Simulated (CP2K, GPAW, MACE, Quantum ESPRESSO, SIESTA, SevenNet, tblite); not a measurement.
## Twisted graphene bilayer, 46.83° (76 atoms): one structure in several programs

How near do other programs and methods come to a plane-wave reference for twisted graphene bilayer, 46.83° (76 atoms)? A plane-wave run serves as the reference.

Program: Quantum ESPRESSO 7.5. Level of theory: Kohn-Sham DFT, PBE, SSSP efficiency 1.3.0 pseudopotentials, plane waves. Results are calculated unless marked as measured.

## (1) The structure

The cell holds 76 atoms: 76 C. Its edges and angles: a = 10.723 Å, b = 10.723 Å, c = 17.430 Å, α = 90.0°, β = 90.0°, γ = 120.0°. It derives from C (graphene). Graphene (a = 2.46 Å) under graphene (a = 2.46 Å), bilayer, commensurate cell of 19 unit cells a layer, twist 46.83 deg; facing planes 3.43 Å apart as built; 14 Å of vacuum; minimised with a classical potential. Then every atom was moved at random, 0.02 Å r.m.s. a Cartesian component. Regions: layer 1, 38 atoms (38 C); layer 2, 38 atoms (38 C). Vacuum lies along c.

## (2) Reference: Quantum ESPRESSO, plane waves

Contents of pw.in:

```
&control
  calculation = 'scf'
  pseudo_dir = './pseudo'
  outdir = './tmp'
  disk_io = 'none'
  tprnfor = .true.
/
&system
  ibrav = 0
  nat = 76
  ntyp = 1
  ecutwfc = 45
  ecutrho = 360
  nosym = .true.
  occupations = 'smearing'
  smearing = 'fd'
  degauss = 0.003675
/
&electrons
  conv_thr = 3.8e-07
  electron_maxstep = 100
  mixing_beta = 0.2
  mixing_mode = 'local-TF'
  diagonalization = 'david'
/
ATOMIC_SPECIES
C 12.011 C.upf
CELL_PARAMETERS angstrom
10.72290 0.00000 0.00000
-5.36145 9.28630 0.00000
0.00000 0.00000 17.43000
ATOMIC_POSITIONS crystal
C 0.17572 0.77312 0.40172
C 0.19245 0.65070 0.40308
C 0.28043 0.03334 0.40249
C 0.29546 0.91149 0.40378
C 0.12758 0.14176 0.40315
C 0.14043 0.02129 0.40125
C 0.22635 0.40370 0.40336
C 0.24953 0.28184 0.40171
C 0.33667 0.66612 0.40195
C 0.35439 0.54742 0.40259
C 0.44183 0.93149 0.40173
C 0.45344 0.80553 0.40322
[... 60 atom lines left out ...]
C 0.91542 0.29908 0.59645
C 0.92938 0.44169 0.59781
C 0.96392 0.71856 0.59782
C 0.98309 0.85878 0.59628
K_POINTS gamma
```

Run with:

```console
$ OMP_NUM_THREADS=1 mpirun -np 4 pw.x -in pw.in > output.txt
```

The log of the run:

```text
Program PWSCF
     gamma-point specific algorithms are used
     one sub-group per band group will be used
     scalapack distributed-memory algorithm (size of sub-group:  2*  2 procs)
     Parallelization info
     sticks:   dense  smooth     PW     G-vecs:    dense   smooth      PW
     Min        2544    1274    318               337711   119440   14957
     Max        2545    1277    326               337712   119454   14958
     Sum       10177    5101   1285              1350847   477777   59831
     bravais-lattice index     =            0
     lattice parameter (alat)  =      20.2633  a.u.
     unit-cell volume          =   11712.4825 (a.u.)^3
     number of atoms/cell      =           76
     number of atomic types    =            1
     number of electrons       =       304.00
[... lines left out ...]
     scf convergence threshold =      3.8E-07
[... lines left out ...]
     number of k points=     1  Fermi-Dirac smearing, width (Ry)=  0.0037
[... lines left out ...]
     total energy              =   -1404.28745786 Ry
[... lines left out ...]
     total energy              =   -1400.87557985 Ry
[... lines left out ...]
     total energy              =   -1401.84766592 Ry
[... lines left out ...]
     total energy              =   -1401.79314741 Ry
[... lines left out ...]
     total energy              =   -1401.79314494 Ry
[... lines left out ...]
     iteration # 19     ecut=    45.00 Ry     beta= 0.20
     negative rho (up, down):  4.560E-03 0.000E+00
     End of self-consistent calculation
          k = 0.0000 0.0000 0.0000 ( 29916 PWs)   bands (ev):
   -19.5725 -19.4359 -18.4287 -18.4182 -18.3585 -18.3219 -18.3165 -18.2598
   -18.2519 -18.2275 -18.1872 -18.1712 -18.1214 -18.0699 -16.0167 -15.9788
   -15.9544 -15.9329 -15.8907 -15.8655 -15.8278 -15.8196 -15.8047 -15.7699
[...]
2.3341   2.4316   2.4366   2.5468   3.2284   3.2719   3.3148   3.3285
     3.3575   3.3792   3.4397   3.4650   3.4698   3.5012   3.5506   3.5995
     3.6214   3.8280   4.4243   5.0418   5.0455   5.0524
     the Fermi energy is     0.7478 ev
!    total energy              =   -1401.79314500 Ry
     total all-electron energy =     -5791.864580 Ry
     estimated scf accuracy    <       0.00000038 Ry
     smearing contrib. (-TS)   =      -0.00000000 Ry
     internal energy E=F+TS    =   -1401.79314500 Ry
     The total energy is F=E-TS. E is the sum of the following terms:
     one-electron contribution =   -7807.62121342 Ry
     hartree contribution      =    3985.54835162 Ry
     xc contribution           =    -352.89919955 Ry
     ewald contribution        =    3241.88851577 Ry
     one-center paw contrib.   =    -468.70959942 Ry
     convergence has been achieved in  19 iterations
     negative rho (up, down):  4.560E-03 0.000E+00
     Forces acting on atoms (cartesian axes, Ry/au):
     atom    1 type  1   force =    -0.03868902   -0.02606933    0.01180369
     atom    2 type  1   force =     0.05145803   -0.02097010   -0.01272636
     atom    3 type  1   force =    -0.03629626    0.03997439   -0.00672522
[...]
atom   75 type  1   force =     0.04077117    0.02368867   -0.01264158
     atom   76 type  1   force =    -0.03238125    0.03462373    0.03644939
     Total force =     0.710693     Total SCF correction =     0.000654
     Message from routine punch:
     Nothing written, as per user request (disk_io='none')
```

The job ended after 2.1 min (4 MPI ranks of Arm Neoverse V1, shared host; peak memory 3.5 GiB).

Banners, paths, timers and routine set-up lines are dropped from the logs unmarked, and long logs keep their key lines alone; longer cuts are marked.

Numbers from this run:

```
r.m.s. force component : 1.21 eV/Å
longest force          : 4.887 eV/Å
```

## (3) What was run beside it

The programs:
- CP2K 2026.2: Gaussian basis with GTH pseudopotentials and a plane-wave density; labels give functional, basis (MOLOPT sets; SR short-range, UZH the newer set with its own potentials), grid cutoff/relative cutoff and solver (OT: orbital transformation; TRS4, TC2, SIGN: linear-scaling purification with its sparsity filter), or its built-in tight binding.
- GPAW 26.7.0: PAW with atomic orbitals (LCAO), plane waves or a real-space grid of spacing h.
- MACE: machine-learned potential, published weights.
- SIESTA 5.4.2: numerical atomic orbitals, whose automatically made sets are far from complete, with PseudoDojo norm-conserving potentials that we converted to its format (checked against plane waves on the same files for H, C, O, Si, Ge and Ca alone); labels give functional, basis size, energy shift and mesh cutoff.
- SevenNet: machine-learned potential, published weights.
- tblite 0.8.0: extended tight binding, driven from Python.

All use the same cell and atoms; the electronic-structure runs use the same k-mesh, and an electronic temperature of 580 K (0.05 eV) where levels are smeared.

Differences are against the plane-wave reference, forces as r.m.s. over components; share is that over the reference's r.m.s. force, slope the least-squares factor from reference forces to these. Total energies of different programs have different zeros and aren't compared.

| run | Δ force, r.m.s. (meV/Å) | share (%) | slope | cores | CPU time | memory (GiB) |
| --- | --- | --- | --- | --- | --- | --- |
| reference | - | - | - | 4 | 8.3 min | 3.5 |
| CP2K LDA, DZVP-MOLOPT-SR, 450/50 Ry, diagonalisation | 39.1 | 3.23 | 0.995 | 2 | 2.6 min | 3.5 |
| CP2K PBE, DZVP-UZH, 225/50 Ry, diagonalisation (coarse) | 29.6 | 2.45 | 1.015 | 2 | 3.4 min | 1.3 |
| CP2K PBE, DZVP-UZH, 450/30 Ry, diagonalisation (coarse) | 21.3 | 1.76 | 1.016 | 4 | 4 min | 4.7 |
| CP2K PBE, DZVP-UZH, 450/50 Ry, diagonalisation | 21.2 | 1.75 | 1.016 | 4 | 4.3 min | 4.7 |
| CP2K PBE, TZV2P-MOLOPT, 450/50 Ry, diagonalisation | 7.55 | 0.624 | 1.000 | 4 | 33 min | 5.0 |
| CP2K PBE, TZV2P-UZH, 450/50 Ry, diagonalisation | 6.31 | 0.521 | 1.000 | 4 | 13 min | 5.3 |
| GPAW PBE, LCAO dzp, h 0.16 Å | 94.4 | 7.80 | 1.065 | 1 | 1.9 min | 1.6 |
| GPAW PBE, LCAO dzp, h 0.2 Å | 91.1 | 7.53 | 1.063 | 1 | 77 s | 0.92 |
| GPAW PBE, LCAO dzp, h 0.2 Å, other mixer settings | 91.8 | 7.59 | 1.063 | 1 | 95 s | 0.83 |
| GPAW PBE, LCAO szp(dzp), h 0.2 Å (coarse) | 181 | 14.9 | 1.067 | 1 | 55 s | 0.89 |
| GPAW PBE, plane waves 450 eV | 4.71 | 0.389 | 1.002 | 2 | 4 min | 1.4 |
| MACE MP-0b3 medium potential | 229 | 18.9 | 0.816 | 1 | 8 s | 1.1 |
| MACE MPA-0 medium potential | 147 | 12.1 | 0.897 | 1 | 10 s | 1.0 |
| SIESTA LDA, DZP, shift 0.01 Ry, mesh 300 Ry | 159 | 13.1 | 1.106 | 2 | 2.2 min | 1.1 |
| SIESTA PBE, DZP, shift 0.01 Ry, mesh 300 Ry | 159 | 13.1 | 1.113 | 2 | 2.4 min | 1.1 |
| SevenNet 0 potential | 162 | 13.4 | 0.879 | 1 | 12 s | 0.85 |
| tblite GFN1-xTB | 95.1 | 7.86 | 0.949 | 1 | 1.3 s | 0.12 |
| tblite GFN2-xTB | 107 | 8.83 | 0.942 | 1 | 3.3 s | 0.12 |

Rows marked coarse were listed beforehand as settings not expected to be converged; some can still land near the reference.

Times of the machine-learned potentials are mostly Python's start and the loading of weights.

CPU time is summed over cores on a shared host, where runs went side by side, so it is rough. Symmetry, cutoffs, thresholds, outputs and thread counts weren't matched or tuned between programs; memory under MPI is the largest rank's times the ranks.

Within one program, basis, potentials and functional, energies share a zero. Each run against its twin at the usual cutoff or grid and solver:

| run | twin | Δ energy (meV/atom) | Δ force, r.m.s. (meV/Å) | CPU time over the twin's |
| --- | --- | --- | --- | --- |
| CP2K PBE, DZVP-UZH, 225/50 Ry, diagonalisation | DZVP-UZH, 450/50 Ry, diagonalisation | 0.139 | 18.7 | 0.80 (this twin ran on 4 cores) |
| CP2K PBE, DZVP-UZH, 450/30 Ry, diagonalisation | DZVP-UZH, 450/50 Ry, diagonalisation | -0.049 | 0.431 | 0.94 |
| GPAW PBE, LCAO dzp, h 0.16 Å | LCAO dzp, h 0.2 Å | -78.2 | 18.4 | 1.5 |
| GPAW PBE, LCAO dzp, h 0.2 Å, other mixer settings | LCAO dzp, h 0.2 Å | 0 | 1.43 | 1.2 |

## (4) Outcome

```yaml
reference_r_m_s_force_component: 1.21 eV/Å
nearest_in_forces: GPAW PBE, plane waves 450 eV, 0.39 %
farthest_in_forces: MACE MP-0b3 medium potential, 19 %
cheapest_electronic_structure_run_beside_the_reference: tblite GFN1-xTB, 1.3 s of CPU time
```

PBE on plane waves or a grid with other potentials, cutoffs or grids, coarse settings apart, differs from the reference by 0.39 % (GPAW PBE, plane waves 450 eV) of the r.m.s. force; this holds the reference's own error, so differences of a few per cent don't tell which side is nearer the exact PBE result. The PBE runs in local orbitals, coarse settings apart, differ by 0.52 % (CP2K PBE, TZV2P-UZH, 450/50 Ry, diagonalisation) to 13 % (SIESTA PBE, DZP, shift 0.01 Ry, mesh 300 Ry); basis, grid and potentials can all enter. Tight binding differs by 7.9 % (tblite GFN1-xTB) to 8.8 % (tblite GFN2-xTB); it is another model, with fitted parameters of its own, and the xTB methods hold dispersion. Machine-learned potentials differ by 12 % (MACE MPA-0 medium potential) to 19 % (MACE MP-0b3 medium potential); they were trained on other programs' data. Among those trained on PBE data the slope goes as low as 0.82, which softening far from their training structures can give, though the reference's k-sampling is untested too. Rows with another functional or a dispersion term differ by 3.2 % (CP2K LDA, DZVP-MOLOPT-SR, 450/50 Ry, diagonalisation) to 13 % (SIESTA LDA, DZP, shift 0.01 Ry, mesh 300 Ry), which mixes the change of model with differences of basis and potentials. Runs with settings chosen to be coarse differ by 1.8 % (CP2K PBE, DZVP-UZH, 450/30 Ry, diagonalisation) to 15 % (GPAW PBE, LCAO szp(dzp), h 0.2 Å), their programs' other errors included. Of the electronic-structure runs that take under half the reference's CPU time, GPAW PBE, plane waves 450 eV comes nearest, at 0.39 % in 4 min against 8.3 min. SIESTA PBE, DZP, shift 0.01 Ry, mesh 300 Ry stiffens the forces by a factor of 1.11 while following their directions (correlation 0.998); the slopes of the 2 SIESTA runs lie between 1.11 and 1.11. In the reference: no gap is quoted: the bands of a honeycomb sheet meet or nearly meet at one point of the zone, so the spacing of levels depends on whether the mesh holds it and on how the neighbours disturb the sheet. Periodic xTB results under one method name differ between programs and library versions. Machine-learned potentials mimic data converged in k, so the reference's own k-point error enters their differences. The reference's PBE has no dispersion term, which matters for the binding between molecules or layers. One k-point is far too coarse for the carbon or group-IV sheet, and it can put spurious forces of up to about 1 eV/Å on the sheet's atoms. The electronic-structure runs sample only Γ, in a cell whose shortest periodic width is 9 Å.

[Also dropped from logs without a mark: logging warnings of Python, and SIESTA's first energy breakdown and zero terms.]

[Logs are printed without paths, hosts, clocks, repeated set-up lines and the standing remarks that a program may print on its own settings, such as how far it seeks lower states.]

[Hosts, paths, dates, database ids (printed as entryN), source tags and the programs' standing remarks are cut or masked in the printed files.]
